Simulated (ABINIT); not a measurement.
# SrCl2 (Fm-3m): G0W0 in ABINIT against the exchange cutoff

Aim: move the exchange cutoff of a G0W0 run on SrCl2 (Fm-3m) over a wide range.

Method: PBE and many-body steps on it, plane waves, in ABINIT 10.8.3.

This is a report of a sequence of runs, with most program output left out.

## (1) Starting point

The structure is cubic, space group Fm-3m (No. 225). Conventional cell: a = 6.977 Å, b = 6.977 Å, c = 6.977 Å, α = 90.00°, β = 90.00°, γ = 90.00°. Nearest to Sr lie 8 Cl at 3.02 Å. Nearest to Cl lie 4 Sr at 3.02 Å. Farther neighbours and most contacts between anions are not listed.

The cell and positions come from the Crystallography Open Database and are kept as given unless a step says otherwise.

## (2) Screening, 2×2×2 mesh, 46 bands, screening to 106.1 eV

This step: ABINIT 10.8.3; RPA screening on PBE, plane waves, norm-conserving pseudopotentials.

The RPA dielectric matrix is built and inverted for each q.

The input, run.abi:

```
acell 3*1.0 Angstrom
rprim 
  -0.000000000000 3.488350000000 3.488350000000
  3.488350000000 -0.000000000000 3.488350000000
  3.488350000000 3.488350000000 -0.000000000000
ntypat 2
znucl 38 17
natom 3
typat 1 2 2
xred 
  0.000000000000 0.000000000000 0.000000000000
  0.250000000000 0.250000000000 0.250000000000
  0.750000000000 0.750000000000 0.750000000000
pp_dirpath "pseudos"
pseudos "Sr.upf, Cl.upf"
ecut 28
ngkpt 2 2 2
nshiftk 1
shiftk 0 0 0
kptopt 1
chksymbreak 0
istwfk *1
occopt 1
irdwfk 1
optdriver 3
nband 46
ecuteps 3.9
inclvkb 2
awtr 1
symchi 1
indata_prefix "in"
outdata_prefix "out"
tmpdata_prefix "tmp"
```

Run with:

```
$ OMP_NUM_THREADS=1 mpirun -n 4 abinit run.abi > log
```

Run time: 3.5 s. Hardware: 4 MPI ranks of Arm Neoverse V1, shared host; peak memory 0.49 GiB.

This step gave:

```yaml
eps_infinity_with_local_fields_on_this_mesh_along_the_program_s_q_direction: 2.888
the_same_without_local_fields: 3.397
plasma_frequency: 19.74 eV
plane_waves_in_the_screening_matrix: 181
```

Local fields lower ε∞ by 15 %. On a Γ-centred mesh this coarse the value itself is usually too large, while a short band sum pulls it down.

## (3) 2.8 Ha

This step: G0W0 on PBE, plane waves, norm-conserving pseudopotentials.

run.abi, as its differences from that of step 2:

```diff
@@ -24,8 +24,17 @@
 irdwfk 1
-optdriver 3
+optdriver 4
 nband 46
+gwcalctyp 0
+ecutsigx 2.8
+symsigma 1
+nkptgw 2
+kptgw 
+  0.5000000000 0.5000000000 0.0000000000
+  0.0000000000 0.0000000000 0.0000000000
+bdgw 
+  10 14
+  10 15
 ecuteps 3.9
-inclvkb 2
-awtr 1
-symchi 1
+irdscr 1
+ppmodel 1
 indata_prefix "in"
```

Wall time 3 s (4 MPI ranks); peak memory 0.13 GiB; 12 s of CPU time.

Numbers from this step:

```
G0W0 gap on the points computed              : 6.861 eV
starting gap on the mesh                     : 5.343 eV
k of the valence top                         : 0.5, 0.5, 0
k of the conduction bottom                   : 0, 0, 0
Z at the valence top                         : 0.818
Z at the conduction bottom                   : 0.868
least direct G0W0 gap on the computed points : 7.297 eV
```

## (4) 5.6 Ha

run.abi, as its differences from that of step 3:

```diff
@@ -27,3 +27,3 @@
 gwcalctyp 0
-ecutsigx 2.8
+ecutsigx 5.6
 symsigma 1
```

The job ended after 3.3 s (4 MPI ranks; peak memory 0.47 GiB; 13 s of CPU time).

This step gave:

```
G0W0 gap on the points computed              : 7.15 eV
starting gap on the mesh                     : 5.343 eV
k of the valence top                         : 0.5, 0.5, 0
k of the conduction bottom                   : 0, 0, 0
Z at the valence top                         : 0.816
Z at the conduction bottom                   : 0.867
least direct G0W0 gap on the computed points : 7.566 eV
```

## (5) 11.2 Ha

The self-energy is evaluated for the states that the input lists, and the levels follow from it, in one-shot runs by the linearised quasiparticle equation.

run.abi, as its differences from that of step 4:

```diff
@@ -27,3 +27,3 @@
 gwcalctyp 0
-ecutsigx 5.6
+ecutsigx 11.2
 symsigma 1
```

Run time: 3.4 s. Hardware: 4 MPI ranks; peak memory 0.47 GiB.

Numbers from this step:

| Item | Value |
| --- | --- |
| G0W0 gap on the points computed | 7.219 eV |
| starting gap on the mesh | 5.343 eV |
| k of the valence top | 0.5, 0.5, 0 |
| k of the conduction bottom | 0, 0, 0 |
| least direct G0W0 gap on the computed points | 7.633 eV |

The gap on the mesh goes from 5.34 eV to 7.22 eV, a correction of +1.88 eV.

## (6) 19.6 Ha

run.abi, as its differences from that of step 5:

```diff
@@ -27,3 +27,3 @@
 gwcalctyp 0
-ecutsigx 11.2
+ecutsigx 19.6
 symsigma 1
```

The job ended after 3.6 s (4 MPI ranks; peak memory 0.55 GiB; 14 s of CPU time).

This step gave:

```
G0W0 gap on the points computed              : 7.217 eV
starting gap on the mesh                     : 5.343 eV
k of the valence top                         : 0.5, 0.5, 0
k of the conduction bottom                   : 0, 0, 0
least direct G0W0 gap on the computed points : 7.631 eV
```

Against the run before, the gap moves by −0.002 eV.

## (7) 28 Ha

run.abi, as its differences from that of step 6:

```diff
@@ -27,3 +27,3 @@
 gwcalctyp 0
-ecutsigx 19.6
+ecutsigx 28
 symsigma 1
```

The job ended after 3.6 s (4 MPI ranks; peak memory 0.57 GiB; 14 s of CPU time).

This step gave:

```yaml
g0w0_gap_on_the_points_computed: 7.217 eV
starting_gap_on_the_mesh: 5.343 eV
k_of_the_valence_top: 0.5, 0.5, 0
k_of_the_conduction_bottom: 0, 0, 0
least_direct_g0w0_gap_on_the_computed_points: 7.631 eV
```

Against the run before, the gap moves by +0.000 eV.

## (8) The runs together

Times are wall times on 4 MPI ranks of Arm Neoverse V1, shared host, good to a factor of about two. A run's time includes the screening step that it read.

```
    run   mesh  bands  screening cutoff (eV)  DFT gap (eV)  gap on the mesh (eV)  direct (eV)  ε∞ used   time
 2.8 Ha  2×2×2     46                  106.1         5.343                 6.861        7.297     2.89  6.5 s
 5.6 Ha  2×2×2     46                  106.1         5.343                 7.150        7.566     2.89  6.7 s
11.2 Ha  2×2×2     46                  106.1         5.343                 7.219        7.633     2.89  6.8 s
19.6 Ha  2×2×2     46                  106.1         5.343                 7.217        7.631     2.89    7 s
  28 Ha  2×2×2     46                  106.1         5.343                 7.217        7.631     2.89  7.1 s
```

## (9) Outcome

- 2.8 Ha: 6.861 eV
- 5.6 Ha: 7.150 eV
- 11.2 Ha: 7.219 eV
- 19.6 Ha: 7.217 eV
- 28 Ha: 7.217 eV
- known limits: not at the basis limit; no spin-orbit coupling; coarse k mesh

The setting moved: exchange cutoff. From 2.8 Ha to 28 Ha the gap moves by +0.36 eV. It holds to 0.03 eV from 11.2 Ha on. Bands and screening cutoff are coupled, so a series along one setting does not show full convergence. Below the screening cutoff the correlation part is cut too. Bands and cutoff are finite, so the gap is not at the basis limit. The miss can reach some tenths of an eV and take either sign; the mesh is an error of its own. In the first G0W0 run levels were corrected at 2 k points alone, so a gap called «on the mesh» is the least over those, and an edge elsewhere would be missed. The 2×2×2 mesh is coarse for this cell, which bears on the long-range parts of exchange and screening. The many-body steps are scalar-relativistic: spin-orbit coupling is not in them.

[Paths, hosts, dates, memory and timing lines, banners, echoed tables and standing remarks are left out of the program output.]

[Logs are printed without paths, hosts, clocks, repeated set-up lines and the standing remarks that a program may print on its own settings, such as how far it seeks lower states.]

[Runs of the session that timed out or met a known fault of the program may be left out.]

[No measured gap is set beside runs whose start may be inverted or whose files or cutoffs have a known fault.]

[Hosts, paths, dates, database ids (printed as entryN), source tags and the programs' standing remarks are cut or masked in the printed files.]

[G0W0 gaps are taken among the corrected bands and points alone; a level outside them can change the order at an edge.]

[Where Ansatz stands beside ABINIT at settings called matched, ABINIT's density can come from a denser mesh and the files from another edition; pairs whose starting gaps differed by over 0.03 eV were left out, so agreement reads better than it is.]
